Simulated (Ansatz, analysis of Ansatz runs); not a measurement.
# VSO5 (P4/n): a line between two V sites for an added hole, part 2 of 2

Aim: the energy barrier that a trapped hole meets when it moves from one V atom to another one nearby in VSO5 (P4/n). The model is a cell of 56 host atoms.

Ansatz 0.2.0; plane-wave PAW DFT, PBEsol+U; relaxation of all atoms of a supercell at fixed charge in a uniform background.

So far. Step 2 (The cell without the carrier): The largest displacement from an ideal site is 0.037 Å. Step 3 (The hole on the first site): The largest changes of the moments are 0.76 μB on V32, -0.15 μB on O42 and 0.02 μB on O41. The largest part sits on the chosen site.

## (4) The hole on the second site

The same start is made on the second site, to get the end of the hop.

Input file B.relax/input.yaml:

```yaml
crystal:
  lattice:
    - [6.27791705, 6.27791705, 0.0]
    - [-6.27791705, 6.27791705, 0.0]
    - [0.0, 0.0, 8.0867321]
  atoms:
    - { symbol: V, position: [0.250287, 0.750021, 0.309744], spin: 1.0 }
    - { symbol: V, position: [0.75028, 0.250064, 0.309635], spin: 1.0 }
[... 1 atom line left out ...]
    - { symbol: V, position: [0.750232, 0.750073, 0.190968] }
[... 9 atom lines left out ...]
    - { symbol: O, position: [0.750279, 0.750205, 0.375811] }
[... 17 atom lines left out ...]
    - { symbol: V, position: [0.750128, 0.750105, 0.690864], spin: -1.0 }
[... 5 atom lines left out ...]
    - { symbol: O, position: [0.885843, 0.573413, 0.643145] }
[... 1 atom line left out ...]
    - { symbol: O, position: [0.57346, 0.614398, 0.642912] }
[... 7 atom lines left out ...]
    - { symbol: O, position: [0.614504, 0.92689, 0.643219] }
[... 7 atom lines left out ...]
    - { symbol: O, position: [0.614348, 0.426753, 0.857222] }
total_charge: 1
basis:
  ecutwfc: 420
  xc_grid: 2
hamiltonian:
  xc: pbesol
  hubbard: { sites: [{ species: V, l: d, u_eff: 5.0 }] }
kpoints:
  mp_grid: { grid: [1, 1, 1] }
magnetization:
  spin_polarized: true
  initial_magnetization: 1
  spin_locking: { lock_magnetization: hard }
scf:
  occupations: { method: fermi_dirac, width: 0.01 }
  max_iter: 120
  lower_state_search: "off"
output:
  forces: true
relax:
  f_tol: 0.015
  max_steps: 70
  escape_saddle: false
checkpoint:
  write: "../B.relax.run"
  compress: false
  write_wavefunctions: true
  write_every: 100000
```

Launch:

```sh
$ ansatz run input.yaml --threads 8 --pin off --max-ram 17899MiB --backend cpu --events-out ev --progress --plain --runs-dir out
```

Numbers of over 12 decimals in the logs are rounded to 6 here.

Log:

```text
[...]
Crystal: 56 atoms, lattice volume = 637.432 Å³
Basis set: ecut = 420 eV, 12411 PW (Γ), exchange–correlation on 120×120×120 points (8 copies of the dense FFT grid, shifted against one another)
Bands: 252, of which v1, the nominal top of the filled ones, is band 196 counted from 1 (195 counted from 0)
Symmetry: 1 space group operations
[...]
k-points: 1
[...]
Starting moments: Σ|m| = 7 μB on 7 of 56 sites
[...]
SCF iter   1: F=—  HF=-52593.216092 eV  |F-HF|=—  |Δ(HF+E_count)|=         —  Δρ=7.56e-2 (↑7.56e-2 ↓7.25e-2)  dr2=1.90e2  dr2_m=2.75e0  M=1.000 μB ∫|m|=12.611 μB  β_m=0.30  ethr=3.10e-3  ⟨swp⟩=6.0  Hψ=1901  notcnv=0  defer=27
[...]
atoms:
    - { symbol: V, position: [0.250194, 0.750080, 0.311523] }
    - { symbol: V, position: [0.750193, 0.250081, 0.311521] }
    [... 1 atom left out ...]
    - { symbol: V, position: [0.750195, 0.750081, 0.179889] }
    [... 5 atoms left out ...]
    - { symbol: O, position: [0.884251, 0.581106, 0.143514] }
    [... 1 atom left out ...]
    - { symbol: O, position: [0.581220, 0.616024, 0.143514] }
    [... 1 atom left out ...]
    - { symbol: O, position: [0.750196, 0.750079, 0.373552] }
    [... 5 atoms left out ...]
    - { symbol: O, position: [0.616137, 0.919054, 0.143517] }
    [... 11 atoms left out ...]
    - { symbol: V, position: [0.750193, 0.750081, 0.705092] }
    [... 5 atoms left out ...]
    - { symbol: O, position: [0.884028, 0.575832, 0.645681] }
    [... 1 atom left out ...]
    - { symbol: O, position: [0.575944, 0.616245, 0.645680] }
    [... 5 atoms left out ...]
    - { symbol: O, position: [0.924442, 0.883918, 0.645679] }
    [... 1 atom left out ...]
    - { symbol: O, position: [0.616356, 0.924330, 0.645679] }
    [... 8 atoms left out ...]
[key lines of the parts left out:]
SCF converged after 11 iterations
Magnetization: 1.0000 μB (196.0000 up, 195.0000 down)
Free energy (F): -52564.412170 eV
Fermi energy:    5.904342 (↑ 5.905014, ↓ 5.881144) eV
```

Elapsed: 72 s, on 8 threads of Arm Neoverse N1, shared host; peak memory 1.3 GiB; 8.6 min of CPU time.

Distances from V4 without and with the hole:

| atom | without (Å) | with (Å) |
| --- | --- | --- |
| O14 | 1.59 | 1.57 |
| O18 | 2.02 | 1.94 |
| O10 | 2.02 | 1.94 |
| O20 | 2.02 | 1.94 |
| O12 | 2.02 | 1.94 |

The largest changes of the moments are 0.76 μB on V4, -0.15 μB on O14 and 0.02 μB on O13. The largest part sits on the chosen site.

## (5) Points on the line between the two structures

All atoms move on the straight line between the two relaxed structures, 2.96 amu^1/2 Å long in mass-weighted terms. Each point starts from the state of the point before, once from either end, so that both localised states can be followed; the midpoint is also started with the carrier shared.

Input file A.x0500/input.yaml:

```yaml
crystal:
  lattice:
    - [6.27791705, 6.27791705, 0.0]
    - [-6.27791705, 6.27791705, 0.0]
    - [0.0, 0.0, 8.0867321]
  atoms:
    - { symbol: V, position: [0.250194, 0.75008, 0.309064], spin: 1.0 }
    - { symbol: V, position: [0.750193, 0.25008, 0.309063], spin: 1.0 }
[... 1 atom line left out ...]
    - { symbol: V, position: [0.750195, 0.750081, 0.19249], spin: -1.0 }
[... 9 atom lines left out ...]
    - { symbol: O, position: [0.750195, 0.750079, 0.388127] }
[... 17 atom lines left out ...]
    - { symbol: V, position: [0.750193, 0.750081, 0.692489] }
[... 5 atom lines left out ...]
    - { symbol: O, position: [0.884138, 0.578468, 0.644598] }
[... 1 atom line left out ...]
    - { symbol: O, position: [0.57858, 0.616135, 0.644596] }
[... 7 atom lines left out ...]
    - { symbol: O, position: [0.616247, 0.921694, 0.644596] }
[... 7 atom lines left out ...]
    - { symbol: O, position: [0.614808, 0.426702, 0.857504] }
total_charge: 1
basis:
  ecutwfc: 420
  xc_grid: 2
hamiltonian:
  xc: pbesol
  hubbard: { sites: [{ species: V, l: d, u_eff: 5.0 }] }
kpoints:
  mp_grid: { grid: [1, 1, 1] }
magnetization:
  spin_polarized: true
  initial_magnetization: 1
  spin_locking: { lock_magnetization: hard }
scf:
  occupations: { method: fermi_dirac, width: 0.01 }
  max_iter: 120
  lower_state_search: "off"
output:
  forces: true
  eigenvalues: true
  eigenstates: { localisation: true }
  write_density: true
  write_potential: true
  volumetric_format: npy
checkpoint:
  read: "../A.x0375.run"
  write: "../A.x0500.run"
  compress: false
  write_wavefunctions: true
  write_every: 100000
```

Log:

```text
[...]
Warning: the atoms were moved onto the symmetric positions of the space group found under crystal.symmetry.tolerance 1.0e-5 (fractional; [...]
Warning: checkpoint.read: the run can stay near the saved state's solution: 56 site(s) moved relative to the saved geometry (max |Δs| = 3.644e-3 fractional); [...]
[...]
Crystal: 56 atoms, lattice volume = 637.432 Å³
Basis set: ecut = 420 eV, 12411 PW (Γ), exchange–correlation on 120×120×120 points (8 copies of the dense FFT grid, shifted against one another)
Bands: 252, of which v1, the nominal top of the filled ones, is band 196 counted from 1 (195 counted from 0)
Symmetry: 4 space group operations
[...]
k-points: 1
[...]
Starting moments: Σ|m| = 7 μB on 7 of 56 sites; this step starts from the density that it was given
[...]
SCF iter  15: F=-52564.090816 eV  HF=-52564.090816 eV  |F-HF|=5.26e-8  |Δ(HF+E_count)|=   3.24e-8  Δρ=2.41e-6 (↑1.58e-6 ↓2.41e-6)  dr2=6.90e-8  dr2_m=1.01e-8  M=1.000 μB ∫|m|=10.299 μB  ethr=2.56e-11  ⟨swp⟩=8.0  Hψ=2597  notcnv=0
SCF 1 converged in 15 iterations: F = -52564.090816 eV  dr2 = 6.90e-8
[...]
SCF converged after 15 iterations
[...]
Magnetization: 1.0000 μB (196.0000 up, 195.0000 down)
Absolute magnetization: 10.3181 μB (∫|ρ↑−ρ↓|, with the PAW one-centre terms)
[...]
Per-site moments (μB) at R_I (Å): [(0.752650, 0.657380), (0.752650, 0.657380), (-0.758692, 0.657375), [... 53 left out ...]
Free energy (F): -52564.090816 eV
[...]
Internal energy: -52564.090816 eV  (E = F + TS)
E sigma→0 (E₀):  -52564.090816 eV
Fermi energy:    5.826000 (↑ 5.679560, ↓ 5.829848) eV
[...]
--- Forces (eV/Å), atoms counted from 1 ---
  atom   1  V     -0.00000000     0.00000000    -0.11698726
  atom   2  V     -0.00000000     0.00000000    -0.11698726
  [... 1 atom left out ...]
  atom   4  V     -0.00000000     0.00000000     0.44735393
  [... 5 atoms left out ...]
  atom  10  O      1.07914720    -0.02598078     0.15250162
  [... 1 atom left out ...]
  atom  12  O     -0.02598078    -1.07914720     0.15250162
  [... 1 atom left out ...]
  atom  14  O      0.00000000    -0.00000000     1.18474370
  [... 5 atoms left out ...]
  atom  20  O     -1.07914720     0.02598078     0.15250162
  [... 11 atoms left out ...]
  atom  32  V      0.00000000    -0.00000000    -0.46727457
  [... 5 atoms left out ...]
  atom  38  O     -1.02344973     0.01682992    -0.11259969
  [... 1 atom left out ...]
  atom  40  O      0.01682992     1.02344973    -0.11259969
  [... 5 atoms left out ...]
  atom  46  O     -0.01682992    -1.02344973    -0.11259969
  [... 1 atom left out ...]
  atom  48  O      1.02344973    -0.01682992    -0.11259969
  [... 8 atoms left out ...]
  max |Σ_I F_I| component: 1.77e-4 eV/Å
--- Band table (eV) ---
[...]
Occupation matrices written to <dir>
```

Wall time 17 s (8 threads); peak memory 1.3 GiB.

States next to the filling edge at the first k-point, on the run's own zero (eigenstates.tsv). The participation number counts the atoms that a state is spread over, of 56; bands count from 0.

| spin | band | energy (eV) | occupation | participation | largest share on | share |
| --- | --- | --- | --- | --- | --- | --- |
| down | 189 | 4.723 | 1.00 | 16.7 | O23 | 0.09 |
| down | 190 | 4.803 | 1.00 | 21.8 | O10 | 0.07 |
| down | 191 | 4.803 | 1.00 | 21.8 | O12 | 0.07 |
| down | 192 | 4.925 | 1.00 | 7.2 | V3 | 0.31 |
| down | 193 | 5.069 | 1.00 | 17.6 | O10 | 0.08 |
| down | 194 | 5.383 | 1.00 | 5.1 | V4 | 0.40 |
| down | 195 | 6.277 | 0.00 | 1.7 | V32 | 0.76 |
| down | 196 | 6.846 | 0.00 | 2.1 | V32 | 0.65 |
| down | 197 | 6.846 | 0.00 | 2.1 | V32 | 0.65 |
| down | 198 | 7.543 | 0.00 | 2.5 | V32 | 0.63 |
| down | 199 | 7.844 | 0.00 | 3.5 | V31 | 0.47 |
| up | 190 | 4.719 | 1.00 | 18.7 | O10 | 0.08 |
| up | 191 | 4.806 | 1.00 | 19.7 | O12 | 0.09 |
| up | 192 | 4.806 | 1.00 | 19.7 | O10 | 0.09 |
| up | 193 | 5.060 | 1.00 | 10.2 | V1 | 0.19 |
| up | 194 | 5.063 | 1.00 | 17.9 | O21 | 0.09 |
| up | 195 | 5.082 | 1.00 | 17.8 | O22 | 0.08 |
| up | 196 | 6.275 | 0.00 | 1.7 | V32 | 0.76 |
| up | 197 | 6.857 | 0.00 | 2.0 | V32 | 0.66 |
| up | 198 | 6.857 | 0.00 | 2.0 | V32 | 0.66 |
| up | 199 | 7.580 | 0.00 | 2.3 | V32 | 0.64 |
| up | 200 | 7.981 | 0.00 | 7.2 | V29 | 0.25 |

Under PBEsol+U (5 eV) at the zone centre alone, the highest filled state is spin down, spread over 5 of 56 atoms, and the lowest empty one, 0.89 eV above it, is spin up, spread over 2 of 56 atoms.

Spin density in the ac plane at fractional y = 0.750, through the centre, with atoms of V and O within 0.45 Å of it.

Ten even steps from '0' (-1.2 e/Å³) to '9' (1.1 e/Å³), each cell a mean:
```
5555555555555555555555555
5555555555555555555555555
5555555555555555555555555
5555789875555555555555555
5555689875555555555555555
5555555555555555555555555
5555555555555555555555555
5555544445555555555555555
5555444445555555555555555
5555544455555555555555555
5555555555555555555555555
5555555555555555555555555
5555555555555555555555555
5555555555555555555655555
5555799975555555555555555
5555689875555555445544555
5555555555555554433334455
5555555555555554310013455
5555544445555554433334455
5555444445555555445544555
5555544455555555555555555
5555555555555555555555555
```
Columns run along a (8.9 Å), rows up along c (8.1 Å). Atoms in or near the plane, at fractional coordinates: V at (0.25, 0.31), V at (0.75, 0.19), O at (0.75, 0.39), O at (0.25, 0.11), V at (0.25, 0.81), V at (0.75, 0.69), O at (0.75, 0.89), O at (0.25, 0.61).

Valence density in the ac plane at fractional y = 0.750, through the centre, with atoms of V and O within 0.45 Å of it. It is the smooth field of the valence electrons, not physical close to the nuclei.

Ten steps, logarithmic in the rise over the least value, from '0' (0 e/Å³) to '9' (13 e/Å³), each cell a mean:
```
0000011100000000135531000
0001123311000000257852000
0111367641110000368863100
0112589962110000256752100
0012589862100000246642000
0001367641000001268863100
0001356531000011379973110
0001478741000011368863111
0001478741000011135531110
0001367631000000012210000
0000134310000000012210000
0000011110000000135531000
0001133311000000257752000
0111367641110001368863100
0112589962110000256752100
0012589862100000246642100
0001367641000001368863100
0001356531000011479974110
0001478741000011368863110
0001478741000011135531110
0001367631000000011110000
0000133310000000012210000
```
Columns run along a (8.9 Å), rows up along c (8.1 Å). Atoms in or near the plane, at fractional coordinates: V at (0.25, 0.31), V at (0.75, 0.19), O at (0.75, 0.39), O at (0.25, 0.11), V at (0.25, 0.81), V at (0.75, 0.69), O at (0.75, 0.89), O at (0.25, 0.61).

Electrostatic potential energy in the ac plane at fractional y = 0.750, through the centre, with atoms of V and O within 0.45 Å of it. With pseudopotentials it is smooth inside the atoms' cores, unlike the true potential.

Ten even steps from '0' (-33 eV) to '9' (13 eV), each cell a mean:
```
9999888889999999985489999
9998754578999999840038999
9997411147999999830028999
9987212127899999851058999
9987212127899998742147899
9998511148999998510115899
9998842478999998401204799
9999700169999998511115899
9999700069999998742247899
9999831389999999877778999
9999987899999999998899999
9999888889999999985589999
9998754578999999940049999
9998411147999999930028999
9997212127999999861158999
9997312127999999752257999
9998521258999998621115899
9999841479999998512214899
9999710179999998521115899
9999700069999999742247999
9999831389999999877778999
9999988899999999988889999
```
Columns run along a (8.9 Å; values clipped at the 3rd and 97th percentile), rows up along c (8.1 Å). Atoms in or near the plane, at fractional coordinates: V at (0.25, 0.31), V at (0.75, 0.19), O at (0.75, 0.39), O at (0.25, 0.11), V at (0.25, 0.81), V at (0.75, 0.69), O at (0.75, 0.89), O at (0.25, 0.61).

Free energies from the first end:

| started from | fraction | energy (eV) | moment change on V32 (μB) | on V4 (μB) |
| --- | --- | --- | --- | --- |
| first site | 0 | 0.000 | 0.76 | 0.01 |
| first site | 0.125 | 0.021 | 0.76 | 0.01 |
| first site | 0.25 | 0.083 | 0.76 | 0.02 |
| first site | 0.375 | 0.183 | 0.75 | 0.03 |
| first site | 0.5 | 0.321 | 0.75 | 0.03 |
| first site | 0.625 | 0.496 | 0.74 | 0.04 |
| second site | 0.875 | 0.021 | 0.01 | 0.76 |
| second site | 0.75 | 0.083 | 0.02 | 0.76 |
| second site | 0.625 | 0.183 | 0.03 | 0.75 |
| second site | 0.5 | 0.321 | 0.03 | 0.75 |
| second site | 0.375 | 0.496 | 0.04 | 0.74 |
| shared | 0.5 | 0.393 | 0.20 | 0.20 |
| second site | 1 | 0.000 | 0.01 | 0.76 |

## (6) Results

| Property | Result |
| --- | --- |
| barrier forward | 0.32 eV |
| barrier backward | 0.32 eV |
| distance of the two sites without the carrier | 4.04 Å |
| carrier at the midpoint | on one site |

What this shows: On this line the hole must cross 0.32 eV to hop 4.04 Å; both ends have the same energy within 0.005 eV. At the midpoint the lowest state found keeps the carrier on one site. With an assumed attempt frequency of 1e13 per second the rate at 300 K would be 4e+07 per second for this barrier, if every crossing succeeded. A straight line need not be the lowest path, so the true barrier at this U can be lower, or higher if the ends can still break their symmetry. The second site lies about half a repeat away: the first meets it and its image at 4.04 and 4.04 Å, so the cell models a chain, and nothing is concluded on the coupling of a single pair. No run compares the localised hole with one spread in the band, so its binding is unknown and the barrier may exceed it. The magnetic order was assumed and need not be the ground state. The total moment is locked, so a carrier of the other spin direction was not tried. The program's search for lower electronic states was switched off in all runs, so that each state is followed; none is shown to be the lowest at its structure. No image-charge correction is applied; it nearly cancels along the line while the charge stays localised. What this leaves open: sampling at the zone centre alone can move energies of charged and open-shell states by tenths of an eV or more in cells of this size; the images are only 8.1 Å apart; gap and trapping depend on the U chosen (V d 5.0 eV).

[Logs are printed without paths, hosts, clocks, repeated set-up lines and the standing remarks that a program may print on its own settings, such as how far it seeks lower states.]

[Hosts, paths, dates, database ids (printed as entryN), source tags and the programs' standing remarks are cut or masked in the printed files.]
